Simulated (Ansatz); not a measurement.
## Ti2NF2 monolayer: the cell at rest

Task: relax Ti2NF2 monolayer tightly.

Method: DFT PBEsol, scalar-relativistic, plane waves, PAW, in Ansatz 0.2.0.

## 1. The starting structure

The cell holds 5 atoms: 1 N, 2 Ti and 2 F. Cell: a = 3.040 Å, b = 3.040 Å, c = 20.000 Å, α = 90.0°, β = 90.0°, γ = 120.0°. Vacuum lies along c.

## 2. A coarse first look

A quick single point on a coarse mesh tells whether the cell has a gap and how far it is from rest, which sets the k mesh and smearing that follow.

The program solves this slab on a cell height of its own, 33.2 Å, in place of the one typed.

input.yaml

```yaml
crystal:
  lattice:
    - [3.04, 0.0, 0.0]
    - [-1.52, 2.63272, 0.0]
    - [0.0, 0.0, 20.0]
  atoms:
    - { symbol: "N", position: [0.0, 0.0, 0.5] }
    - { symbol: Ti, position: [0.333333, 0.666667, 0.56] }
    - { symbol: Ti, position: [0.666667, 0.333333, 0.44] }
    - { symbol: F, position: [0.666667, 0.333333, 0.6175] }
    - { symbol: F, position: [0.333333, 0.666667, 0.3825] }
  periodic: [true, true, false]
kpoints:
  mp_grid: { grid: [6, 6, 1] }
hamiltonian:
  xc: pbesol
scf:
  occupations: { method: gaussian, width: 0.1 }
output:
  forces: true
  stress: true
  eigenvalues: true
```

The run is started by

```bash
ansatz run input.yaml --threads 8 --pin off --max-ram 14336MiB --backend cpu --events-out ev --progress --plain --runs-dir out
```

Numbers of over 12 decimals in the logs are rounded to 6 here.

The log of the run:

```text
[...]
k-point 0: bands = [... 18 lower, -7.7180, -7.7180, -3.9064, -3.9064, -3.8274, -2.6100, -2.6100, -2.4057, ... 1 higher]
  k-point 1: bands = [... 18 lower, -8.5230, -7.9297, -4.4353, -3.4827, -3.4719, -2.7172, -2.3737, -2.3672, ... 1 higher]
  k-point 2: bands = [... 18 lower, -8.7185, -8.1681, -5.2581, -2.8416, -2.6542, -2.5877, -2.0563, -1.9065, ... 1 higher]
  k-point 6: bands = [... 18 lower, -9.4915, -8.8745, -3.5495, -3.0737, -3.0737, -2.2668, -2.1062, -2.1062, ... 1 higher]
[key lines of the parts left out:]
SCF converged after 7 iterations
Free energy (F): -6934.047682 eV
Fermi energy:    -3.407664 eV
P = ½ c Tr σ = -5.2468 N/m
```

The job ended after 0.77 s (8 threads of Arm Neoverse V2, shared host; peak memory 0.64 GiB).

This run has no spin polarisation although its electron count is odd.

Numbers from this step:

```yaml
gap_on_the_k_mesh: 0 eV
area_per_atom: 1.601 Å²
```

The coarse mesh shows no gap.

## 3. Coarse relaxation

A rough relaxation comes first, because large forces or stress need no tight tolerances yet.

The program solves this slab on a cell height of its own, 33.2 Å, in place of the one typed.

input.yaml, as its differences from that of step 2:

```diff
@@ -13,3 +13,3 @@
 kpoints:
-  mp_grid: { grid: [6, 6, 1] }
+  mp_grid: { grid: [9, 9, 1] }
 hamiltonian:
@@ -22 +22,6 @@
   eigenvalues: true
+relax:
+  adjacent_minimum: "off"
+  f_tol: 0.05
+  max_steps: 80
+  cell: { stress_2d_tol: 0.02 }
```

The log of the run:

```text
[...]
Crystal: 5 atoms, lattice volume = 265.715 Å³
Basis set: ecut = 420 eV, 5151 PW (Γ), exchange–correlation on 48×48×450 points (8 copies of the dense FFT grid, shifted against one another)
Bands: 27, of which v1, the nominal top of the filled ones, is band 22 counted from 1 (21 counted from 0)
Symmetry: 12 space group operations
[...]
cell:  # Å, volume = 258.2248 Å³
    - [2.996847, 0, 0]
    - [-1.498424, 2.595346, 0]
    - [0, 0, 33.2]
  atoms:
    - { symbol: N, position: [0, 0, 0.301205] }
    - { symbol: Ti, position: [0.333333, 0.666667, 0.333913] }
    - { symbol: Ti, position: [0.666667, 0.333333, 0.268497] }
    - { symbol: F, position: [0.666667, 0.333333, 0.371355] }
    - { symbol: F, position: [0.333333, 0.666667, 0.231055] }
[key lines of the parts left out:]
SCF converged after 5 iterations
Free energy (F): -6934.493353 eV
Fermi energy:    -4.264879 eV
P = ½ c Tr σ = -0.0191 N/m
```

It took 12 s on 8 threads; peak memory 0.8 GiB.

The steps of the relaxation:

```csv
step,energy less that of the first step (eV),largest force component (eV/Å),volume (Å³)
1,0.0000,3.3213,265.72
2,-0.4124,0.2284,264.84
3,-0.4243,0.1232,261.59
4,-0.4266,0.0858,260.63
5,-0.4132,0.5354,253.83
6,-0.4284,0.0483,259.65
7,-0.4297,0.0012,258.70
8*,-0.4247,0.0003,258.70
9,-0.4252,0.0033,258.22
10*,-0.4249,0.0031,258.22
```

Relaxation steps marked * repeat the geometry before them on a plane-wave basis chosen anew for their cell, so energy and pressure can jump there. Relaxation step 5 was tried and not accepted.

Forces are held to the 12 operations that the run works with; a distortion that breaks them can't arise in this run.

```csv
cell as run,before,after,change
a (Å),3.040,2.997,-1.4 %
b (Å),3.040,2.997,-1.4 %
```

The atoms that moved most (Å, along periodic axes as changes of fractional coordinates times the final cell, across vacuum about the mean position):

```csv
atom,dx,dy,dz,length
Ti2,0.000,0.000,-0.114,0.114
Ti3,0.000,0.000,0.114,0.114
F5,0.000,0.000,0.021,0.021
F4,0.000,0.000,-0.021,0.021
```

The relaxed structure:

```xyz
5
Lattice="2.9968 0.0000 0.0000 -1.4984 2.5953 0.0000 0.0000 0.0000 33.2000" Properties=species:S:1:pos:R:3
N     0.0000    0.0000   10.0000
Ti    0.0000    1.7302   11.0859
Ti    1.4984    0.8651    8.9141
F     1.4984    0.8651   12.3290
F     0.0000    1.7302    7.6710
```

This step gave:

```
area per atom : 1.556 Å²
```

The relaxation ends with a largest force component of 0.0031 eV/Å.

## 4. Relaxation

The cell and atoms are relaxed, since residual forces and stress would shift the frequencies.

input.yaml

```yaml
crystal:
  lattice:
    - [2.9968474231, 0.0, 0.0]
    - [-1.4984237116, 2.5953459997, 0.0]
    - [0.0, 0.0, 33.2]
  atoms:
    - { symbol: "N", position: [0.0, 0.0, 0.3012048193] }
    - { symbol: Ti, position: [0.3333333333, 0.6666666667, 0.3339128985] }
    - { symbol: Ti, position: [0.6666666667, 0.3333333333, 0.2684967401] }
    - { symbol: F, position: [0.6666666667, 0.3333333333, 0.3713549237] }
    - { symbol: F, position: [0.3333333333, 0.6666666667, 0.2310547148] }
  periodic: [true, true, false]
kpoints:
  mp_grid: { grid: [15, 15, 1] }
hamiltonian:
  xc: pbesol
scf:
  occupations: { method: gaussian, width: 0.1 }
output:
  forces: true
  stress: true
  eigenvalues: true
  write_density: true
  write_potential: true
  elf: true
  volumetric_format: npy
relax:
  adjacent_minimum: "off"
  f_tol: 0.005
  max_steps: 80
  cell: { stress_2d_tol: 0.02 }
```

The log of the run:

```text
[...]
Crystal: 5 atoms, lattice volume = 258.225 Å³
Basis set: ecut = 420 eV, 4875 PW (Γ), exchange–correlation on 48×48×450 points (8 copies of the dense FFT grid, shifted against one another)
Bands: 27, of which v1, the nominal top of the filled ones, is band 22 counted from 1 (21 counted from 0)
Symmetry: 12 space group operations
[...]
k-points: 27 of 225
[...]
SCF iter   1: F=—  HF=-6934.513305 eV  |F-HF|=—  |Δ(HF+E_count)|=         —  Δρ=5.81e-3  dr2=5.91e-2  ethr=1.77e-3  ⟨swp⟩=11.4  Hψ=5011  notcnv=0
[...]
SCF iter   9: F=-6934.500766 eV  HF=-6934.500766 eV  |F-HF|=9.91e-10  |Δ(HF+E_count)|=   2.62e-8  Δρ=1.51e-7  dr2=3.02e-11  ethr=2.21e-12  ⟨swp⟩=10.8  Hψ=6141  notcnv=0
SCF 1 converged in 9 iterations: F = -6934.500766 eV  dr2 = 3.02e-11
[...]
relax step   1: F+E_penalty+E_count = -6934.50076633 eV  Δ(F+E_penalty+E_count) = +0.000e0 eV  max|allowed force component| = 1.537e-1 eV/Å  Δτ_max = 0.0000 Å  P = +0.274 N/m  Ω = 258.225 Å³  fix = [c, alpha, beta]  reactions: c +0.000 N/m  (9 SCF iters, dr2 threshold 1.00e-7 eV, accepted)
Crystal: 5 atoms, lattice volume = 259.567 Å³
Basis set: ecut = 420 eV, 4923 PW (Γ), exchange–correlation on 48×48×450 points (8 copies of the dense FFT grid, shifted against one another)
[...]
SCF iter   5: F=-6934.502313 eV  HF=-6934.502313 eV  |F-HF|=3.15e-7  |Δ(HF+E_count)|=   2.91e-7  Δρ=6.75e-6  dr2=7.36e-8  ethr=1.16e-9  ⟨swp⟩=19.9  Hψ=8566  notcnv=0
SCF 2 converged in 5 iterations: F = -6934.502313 eV  dr2 = 7.36e-8
relax step   2: F+E_penalty+E_count = -6934.50231326 eV  Δ(F+E_penalty+E_count) = -1.547e-3 eV  max|allowed force component| = 7.399e-2 eV/Å  Δτ_max = 0.0146 Å  P = +0.236 N/m  Ω = 259.567 Å³  energy of the carried Pulay correction = -1.143e-3 eV  fix = [c, alpha, beta]  reactions: c +0.000 N/m  (5 SCF iters, dr2 threshold 5.00e-7 eV, accepted)
Crystal: 5 atoms, lattice volume = 260.772 Å³
Basis set: ecut = 420 eV, 4935 PW (Γ), exchange–correlation on 48×48×450 points (8 copies of the dense FFT grid, shifted against one another)
[...]
SCF iter   4: F=-6934.502087 eV  HF=-6934.502087 eV  |F-HF|=8.27e-8  |Δ(HF+E_count)|=   1.38e-6  Δρ=1.43e-5  dr2=2.78e-7  ethr=7.96e-10  ⟨swp⟩=18.2  Hψ=9363  notcnv=0
SCF 3 converged in 4 iterations: F = -6934.502087 eV  dr2 = 2.78e-7
relax step   3: F+E_penalty+E_count = -6934.50208724 eV  Δ(F+E_penalty+E_count) = +2.260e-4 eV  max|allowed force component| = 3.300e-3 eV/Å  Δτ_max = 0.0085 Å  P = +0.044 N/m  Ω = 260.772 Å³  energy of the carried Pulay correction = -2.164e-3 eV  fix = [c, alpha, beta]  reactions: c +0.000 N/m  (4 SCF iters, dr2 threshold 3.42e-7 eV, accepted)
[...]
relax step   4: F+E_penalty+E_count = -6934.50187446 eV  Δ(F+E_penalty+E_count) = +2.128e-4 eV  max|allowed force component| = 4.259e-3 eV/Å  Δτ_max = 0.0026 Å  P = +0.007 N/m  Ω = 261.047 Å³  energy of the carried Pulay correction = -2.396e-3 eV  fix = [c, alpha, beta]  reactions: c +0.000 N/m  (5 SCF iters, dr2 threshold 2.29e-9 eV, accepted)
[...]
relax step   5: F+E_penalty+E_count = -6934.50454763 eV  Δ(F+E_penalty+E_count) = -2.673e-3 eV  max|allowed force component| = 4.700e-3 eV/Å  Δτ_max = 0.0000 Å  P = +0.084 N/m  Ω = 261.047 Å³  fix = [c, alpha, beta]  reactions: c +0.000 N/m  stress off target by 8.42e-2 N/m on what of the cell is left free  SCF on the basis re-selected at this cell (its energy is not comparable with the rows above)  (7 SCF iters)
[...]
relax step   6: F+E_penalty+E_count = -6934.50436925 eV  Δ(F+E_penalty+E_count) = +1.784e-4 eV  max|allowed force component| = 4.607e-3 eV/Å  Δτ_max = 0.0009 Å  P = +0.004 N/m  Ω = 261.276 Å³  energy of the carried Pulay correction = -1.943e-4 eV  fix = [c, alpha, beta]  reactions: c +0.000 N/m  (5 SCF iters, dr2 threshold 8.24e-9 eV, accepted)
[...]
SCF iter   6: F=-6934.504534 eV  HF=-6934.504534 eV  |F-HF|=3.79e-10  |Δ(HF+E_count)|=   1.05e-8  Δρ=1.83e-8  dr2=5.68e-13  ethr=1.00e-12  ⟨swp⟩=12.5  Hψ=5007  notcnv=0
SCF 7 converged in 6 iterations: F = -6934.504534 eV  dr2 = 5.68e-13
relax step   7: F+E_penalty+E_count = -6934.50453386 eV  Δ(F+E_penalty+E_count) = -1.646e-4 eV  max|allowed force component| = 4.577e-3 eV/Å  Δτ_max = 0.0000 Å  P = +0.006 N/m  Ω = 261.276 Å³  fix = [c, alpha, beta]  reactions: c +0.000 N/m  stress off target by 6.27e-3 N/m on what of the cell is left free  SCF on the basis re-selected at this cell (its energy is not comparable with the rows above)  (6 SCF iters)
[...]
WARN: The output density's exchange-correlation potential varies sharply where the density is thin. Do not read a vacuum level from v_tot or v_xc, or from such a field of the output density. On a cell that repeats whose density bears no net charge and no dipole along the vacuum's axis use v_es (v_loc + v_h of the components); under efield.dipole_correction with no amplitude use v_es + v_field, which holds any externa [...]
SCF converged after 6 iterations
Free energy (F): -6934.504534 eV
[...]
Internal energy: -6934.494395 eV  (E = F + TS)
E sigma→0 (E₀):  -6934.499464 eV
Entropy (-TS):   -0.010139 eV (-2.028 meV/atom)
Fermi energy:    -4.325171 eV
[...]
--- Forces (eV/Å), atoms counted from 1 ---
  atom   1  N      0.00000000     0.00000000     0.00000000
  atom   2  Ti     0.00000000     0.00000000     0.00457739
  atom   3  Ti    -0.00000000     0.00000000    -0.00457739
  atom   4  F     -0.00000000     0.00000000    -0.00235892
  atom   5  F      0.00000000    -0.00000000     0.00235892
  max |Σ_I F_I| component: 2.78e-17 eV/Å
--- 2D stress c σ (N/m, compression-positive) ---
        0.006267       0.000000      -0.000000
        0.000000       0.006267      -0.000000
       -0.000000      -0.000000       0.000000
  P = ½ c Tr σ = 0.0063 N/m
--- Band table (eV; the first three rows and the last of 27) ---
  k-point 0: bands = [... 18 lower, -9.3174, -9.3174, -5.0190, -5.0190, -4.2983, -2.9835, -2.9835, -2.9581, ... 1 higher]
  k-point 1: bands = [... 18 lower, -9.4560, -9.3586, -5.1077, -4.9390, -4.2966, -3.0804, -2.9810, -2.9112, ... 1 higher]
  k-point 2: bands = [... 18 lower, -9.6126, -9.4605, -5.3598, -4.7138, -4.2531, -3.1680, -2.9526, -2.9389, ... 1 higher]
  k-point 26: bands = [... 18 lower, -10.5630, -9.8655, -4.4285, -4.2718, -4.2718, -2.5563, -2.5563, -2.5013, ... 1 higher]
--- Relaxed structure (5 steps of the walk, 5 accepted, 2 SCFs on fresh bases) ---
[...]
cell:  # Å, volume = 261.2765 Å³
    - [3.014504, 2.9037673659926184e-11, 0]
    - [-1.507252, 2.610637, 0]
    - [0, 0, 33.2]
  atoms:
    - { symbol: N, position: [0, 0, 0.30120481928] }
    - { symbol: Ti, position: [0.333333, 0.666667, 0.333305] }
    - { symbol: Ti, position: [0.666667, 0.333333, 0.269105] }
    - { symbol: F, position: [0.666667, 0.333333, 0.370559] }
    - { symbol: F, position: [0.333333, 0.666667, 0.231850] }
```

Wall time 16 s (8 threads); peak memory 0.91 GiB; 2 min of CPU time.

Step by step:

```csv
step,energy less that of the first step (eV),largest force component (eV/Å),volume (Å³)
1,0.0000,0.1537,258.22
2,-0.0015,0.0740,259.57
3,-0.0013,0.0033,260.77
4,-0.0011,0.0043,261.05
5*,-0.0038,0.0047,261.05
6,-0.0036,0.0046,261.28
7*,-0.0038,0.0046,261.28
```

Relaxation steps marked * repeat the geometry before them on a plane-wave basis chosen anew for their cell, so energy and pressure can jump there.

The run keeps the 12 symmetry operations that it works with, so distortions that break them were not tested.

```csv
cell as run,before,after,change
a (Å),2.997,3.015,+0.6 %
b (Å),2.997,3.015,+0.6 %
```

The atoms that moved most (Å, along periodic axes as changes of fractional coordinates times the final cell, across vacuum about the mean position):

```csv
atom,dx,dy,dz,length
F5,0.000,0.000,0.026,0.026
F4,0.000,0.000,-0.026,0.026
Ti3,0.000,0.000,0.020,0.020
Ti2,0.000,0.000,-0.020,0.020
```

Final coordinates:

```
N Ti F
1.0
     3.01450    0.00000    0.00000
    -1.50725    2.61064    0.00000
     0.00000    0.00000   33.20000
N Ti F
1 2 2
Direct
  0.00000 0.00000 0.30120
  0.33333 0.66667 0.33331
  0.66667 0.33333 0.26910
  0.66667 0.33333 0.37056
  0.33333 0.66667 0.23185
```

Numbers from this step:

- area per atom: 1.574 Å²

Electrostatic potential energy in the ac plane at fractional y = 0.333, with atoms of Ti and F within 0.2 Å of it. With pseudopotentials it is smooth inside the atoms' cores, unlike the true potential.

Ten even steps from '0' (-30 eV) to '9' (0 eV), each cell a mean:
```
9999999999999999
9999999999999999
9999999999999999
9999999999999999
9999999999999999
9999999999999999
9999999999999999
9999999999999999
9999999999999999
9999999999999999
9999999999999999
9999999999999999
9999999999999999
9999999999999999
9999999865555689
6655567644334467
6655667766666677
6778764100000003
8898888877777788
9999999999999999
9999999999999999
9999999999999999
9999999999999999
9999999999999999
```
Columns run along a (3.0 Å; values clipped at the 3rd and 97th percentile), rows up along c (33.2 Å). Atoms in or near the plane, at fractional coordinates: Ti at (0.67, 0.27), F at (0.67, 0.37).

ELF in the ac plane at fractional y = 0.333, with atoms of Ti and F within 0.2 Å of it. It is the smooth field of the valence electrons, not physical close to the nuclei.

Ten even steps from '_' (0.00) to '@' (0.63), each cell a mean:
```
________________________________
________________________________
________________________________
________________________________
________________________________
________________________________
________________________________
________________________________
________________________________
________________________________
________________________________
________________________________
________________________________
________________________________
--..______::++##@@@@@@@@@@@@%%**
::..::::::::==**##%%%%##%%%%**==
++********++==----------------==
::--====--::::**%%%%**++##%%##--
==**##%%##++--............__..::
____....________________________
________________________________
________________________________
________________________________
________________________________
```
Columns run along a (3.0 Å), rows up along c (33.2 Å). Atoms in or near the plane, at fractional coordinates: Ti at (0.67, 0.27), F at (0.67, 0.37).

Valence density in the ac plane at fractional y = 0.333, with atoms of Ti and F within 0.2 Å of it. It is the smooth field of the valence electrons, not physical close to the nuclei.

Ten steps, logarithmic in the rise over the least value, from '_' (0.00 × 1e0 e/Å³) to '@' (7.08 × 1e0 e/Å³), each cell a mean:
```
________________________________
________________________________
________________________________
________________________________
________________________________
________________________________
________________________________
________________________________
________________________________
________________________________
________________________________
________________________________
________________________________
________________________________
....______..::--++##%%%%##**==::
--------------==**##%%%%%%**++==
====++++======------======------
------------==**%%@@@@@@@@%%##++
::----------::::::::::::::::::::
________________________________
________________________________
________________________________
________________________________
________________________________
```
Columns run along a (3.0 Å), rows up along c (33.2 Å). Atoms in or near the plane, at fractional coordinates: Ti at (0.67, 0.27), F at (0.67, 0.37).

(Continued in part 2 of 2.)

[Logs are printed without paths, hosts, clocks, repeated set-up lines and the standing remarks that a program may print on its own settings, such as how far it seeks lower states.]

[Hosts, paths, dates, database ids (printed as entryN), source tags and the programs' standing remarks are cut or masked in the printed files.]
